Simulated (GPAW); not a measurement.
# BN (Qingsongite): dielectric function and energy loss, part 2 of 2

Wanted: optical spectrum and plasmon of BN (Qingsongite), with cost.

GPAW 26.7.0; PBE and many-body steps on it, plane waves.

So far. Step 3 (RPA response): The static value is 4.51. Step 4 (ALDA response): The static value is 4.57.

## 5. RPA response, fewer bands (14×14×14 mesh, 9 bands, screening to 50 eV, broadening 0.2 eV)

This step: linear response, RPA, on PBE, plane waves, PAW.

run.py reads:

```python
import json
import numpy as np
from gpaw.mpi import world
from gpaw.response.df import DielectricFunction

df = DielectricFunction('full.gpw',
    ecut=50,
    nbands=9,
    eta=0.2,
    frequencies={'type': 'nonlinear', 'domega0': 0.05, 'omega2': 10.0},
    intraband=False,
    txt='df.txt')
res = {'optical': {}, 'eels': []}
for d in 'x':
    y0, y = df.get_dielectric_function(direction=d, xc='RPA', filename=None)
    res['optical'][d] = [y0.real, y0.imag, y.real, y.imag]
res['w'] = df.get_frequencies()
for q_c in []:
    res['eels'].append(df.get_eels_spectrum(q_c=q_c, xc='RPA', filename=None))

if world.rank == 0:
    with open('result.json', 'w') as f:
        json.dump(res, f, default=lambda x: x.tolist())
```

Command:

```sh
> mpirun -n 8 gpaw python run.py
```

Standard output:

```text
Using integrator: PointIntegrator
NonLinearFrequencyDescriptor(from 0.000 to 45.309 eV, 316 points)
Nonperiodic BCs:  [False False False]
Using integrator: PointIntegrator
NonLinearFrequencyDescriptor(from 0.000 to 45.309 eV, 316 points)
Nonperiodic BCs:  [False False False]

Calculating chi0 body with:
    Ground state adapter containing:
    Number of spins: 1
    Number of kpoints: 2744
    Number of irreducible kpoints: 104
    Number of completely occupied states: 4
    Number of partially occupied states: 4
    Occupied states memory: 0.205994 M / cpu

    Linear response parametrization:
    q_c: [0.0, 0.0, 0.0]
    Number of frequency points: 316
    Planewave cutoff: 50.0
    Number of bands: 9
    Number of planewaves: 15
    Broadening (eta): 0.2
    comm.size: 8
    kncomm.size: 8
    blockcomm.size: 1

    Memory estimate of potentially large arrays:
        chi0_wGG: 1.084900 M / cpu
Integrating chi0 body.

Symmetries of q_c:
    Direct symmetries (Uq -> q): 24
    Indirect symmetries (TUq -> q): 24
In total 48 allowed symmetries.

  [... matrices ...]
104 groups of equivalent kpoints. 96.209913% reduction.

Integral kind: spectral function

Calculating chi0 optical extensions with:
    Ground state adapter containing:
    Number of spins: 1
    Number of kpoints: 2744
    Number of irreducible kpoints: 104
    Number of completely occupied states: 4
    Number of partially occupied states: 4
    Occupied states memory: 0.205994 M / cpu

    Linear response parametrization:
    Number of frequency points: 316
    Planewave cutoff: 50.0
    Number of bands: 9
    Number of planewaves: 15
    Broadening (eta): 0.2
Integrating chi0 head and wings.

Symmetries of q_c:
    Direct symmetries (Uq -> q): 24
    Indirect symmetries (TUq -> q): 24
In total 48 allowed symmetries.

  [... matrices ...]
104 groups of equivalent kpoints. 96.209913% reduction.

Integral kind: spectral function wings
```

It took 20 s on 8 MPI ranks of Intel Xeon at 2.50GHz (Skylake/Cascade Lake), shared host; peak memory 1.7 GiB; 90 s of CPU time.

Read from the output:

| Quantity | Value |
| --- | --- |
| ε at zero frequency | 4.435 |
| the same without local fields | 4.571 |

## 6. RPA response, scissors (14×14×14 mesh, 18 bands, screening to 50 eV, broadening 0.2 eV)

Edit run.py of step 5 so:

```diff
@@ -7,3 +7,3 @@
     ecut=50,
-    nbands=9,
+    nbands=18,
     eta=0.2,
@@ -11,2 +11,3 @@
     intraband=False,
+    eshift=0.5,
     txt='df.txt')
```

Command:

```sh
> mpirun -n 8 gpaw python run.py
```

Standard output:

```text
Using integrator: PointIntegrator
NonLinearFrequencyDescriptor(from 0.000 to 77.361 eV, 369 points)
Nonperiodic BCs:  [False False False]
Using integrator: PointIntegrator
NonLinearFrequencyDescriptor(from 0.000 to 77.361 eV, 369 points)
Nonperiodic BCs:  [False False False]

Calculating chi0 body with:
    Ground state adapter containing:
    Number of spins: 1
    Number of kpoints: 2744
    Number of irreducible kpoints: 104
    Number of completely occupied states: 4
    Number of partially occupied states: 4
    Occupied states memory: 0.205994 M / cpu

[...]
Number of spins: 1
    Number of kpoints: 2744
    Number of irreducible kpoints: 104
    Number of completely occupied states: 4
    Number of partially occupied states: 4
    Occupied states memory: 0.205994 M / cpu

    Linear response parametrization:
    Number of frequency points: 369
    Planewave cutoff: 50.0
    Number of bands: 18
    Number of planewaves: 15
    Broadening (eta): 0.2
Integrating chi0 head and wings.

Symmetries of q_c:
    Direct symmetries (Uq -> q): 24
    Indirect symmetries (TUq -> q): 24
In total 48 allowed symmetries.

  [... matrices ...]
104 groups of equivalent kpoints. 96.209913% reduction.

Integral kind: spectral function wings
```

It took 22 s on 8 MPI ranks; peak memory 1.7 GiB.

Read from the output:

| Property | Result |
| --- | --- |
| ε at zero frequency | 4.381 |
| the same without local fields | 4.561 |

The static value is 4.38.

RPA, broadening 0.2 eV. Table of ε₂ by photon energy; read off at these points:

```csv
photon energy (eV),"xx, no local fields","xx, local fields"
0.0,0,0
1.0,0.00856,0.00796
2.0,0.0178,0.0166
3.0,0.0288,0.0267
4.0,0.0427,0.0396
5.0,0.0620,0.0574
6.0,0.0915,0.0844
7.0,0.143,0.131
8.0,0.254,0.232
9.0,0.708,0.635
10.0,4.41,3.93
11.0,8.52,7.81
12.0,12.1,10.9
12.4,14.4,13.2
13.0,12.3,11.7
14.0,6.42,6.29
15.0,6.33,5.83
15.4,6.83,6.55
16.0,4.85,5.15
17.0,3.07,3.12
18.0,2.49,2.59
19.0,1.86,1.97
20.0,1.19,1.26
21.0,1.34,1.34
22.0,1.07,1.10
23.0,1.14,1.15
24.0,0.982,1.05
25.0,0.834,0.854
26.0,0.685,0.717
27.0,0.593,0.606
28.0,0.558,0.564
29.0,0.504,0.530
30.0,0.557,0.566
31.0,0.493,0.505
32.0,0.521,0.523
33.0,0.428,0.402
34.0,0.462,0.485
35.0,0.461,0.475
36.0,0.352,0.375
37.0,0.232,0.238
38.0,0.182,0.183
39.0,0.152,0.148
```

## 7. RPA response, more bands than the file holds (14×14×14 mesh, 54 bands, screening to 30 eV, broadening 0.2 eV)

Edit run.py of step 6 so:

```diff
@@ -6,4 +6,4 @@
 df = DielectricFunction('full.gpw',
-    ecut=50,
-    nbands=18,
+    ecut=30,
+    nbands=54,
     eta=0.2,
@@ -11,3 +11,2 @@
     intraband=False,
-    eshift=0.5,
     txt='df.txt')
```

Command:

```sh
> mpirun -n 8 gpaw python run.py
```

Standard output:

```text

--- the script ended with ---
AssertionError: (54, 24)
```

Wall time 20 s (8 MPI ranks); peak memory 1.1 GiB.

The run stopped with an error after 20 s.

The fault put into this input: more bands than the file holds.

## 8. The runs together

Times are wall times on 8 MPI ranks of Intel Xeon at 2.50GHz (Skylake/Cascade Lake), shared host, good to a factor of about two.

```csv
run,ε(0),without local fields,loss peak (eV),time
RPA response,4.51,4.70,-,44 s
ALDA response,4.57,4.70,-,27 s
"RPA response, fewer bands (14×14×14 mesh, 9 bands, screening to 50 eV, broadening 0.2 eV)",4.43,4.57,-,20 s
"RPA response, scissors (14×14×14 mesh, 18 bands, screening to 50 eV, broadening 0.2 eV)",4.38,4.56,-,22 s
```

## 9. Summary of results

| Property | Result |
| --- | --- |
| RPA response | ε(0) 4.51 |
| ALDA response | ε(0) 4.57 |
| RPA response, fewer bands (14×14×14 mesh, 9 bands, screening to 50 eV, broadening 0.2 eV) | ε(0) 4.43 |
| RPA response, scissors (14×14×14 mesh, 18 bands, screening to 50 eV, broadening 0.2 eV) | ε(0) 4.38 |

In the optical limit the electronic ε(0) is 4.51, against 4.70 without local fields. ALDA response: ε(0) = 4.57. RPA response, fewer bands (14×14×14 mesh, 9 bands, screening to 50 eV, broadening 0.2 eV): ε(0) = 4.43. RPA response, scissors (14×14×14 mesh, 18 bands, screening to 50 eV, broadening 0.2 eV): ε(0) = 4.38. ε(0) converges slowly with a Γ-centred mesh, and this one is not shown settled. Unless a shift is named, the levels are those of the density functional, and only a kernel with a long-range part can bind an exciton.

[Long decimals in the printed logs are rounded to 6 places.]

[Logs are printed without paths, hosts, clocks, repeated set-up lines and the standing remarks that a program may print on its own settings, such as how far it seeks lower states.]

[Paths, hosts, dates, memory and timing lines, banners, echoed tables and standing remarks are left out of the program output; an Ansatz launch command may be rebuilt from the run's recorded settings. Measured values are a selection of at most five: reports struck by readers or far from the other reports are left out. None is set beside runs whose start may be inverted or whose files or cutoffs have a known fault.]

[Runs of the session that timed out or met a known fault of the program may be left out.]

[Hosts, paths, dates, database ids (printed as entryN), source tags and the programs' standing remarks are cut or masked in the printed files.]

[Where the starting crystal was built by hand or by swapping elements, it need not be the compound's stable phase.]
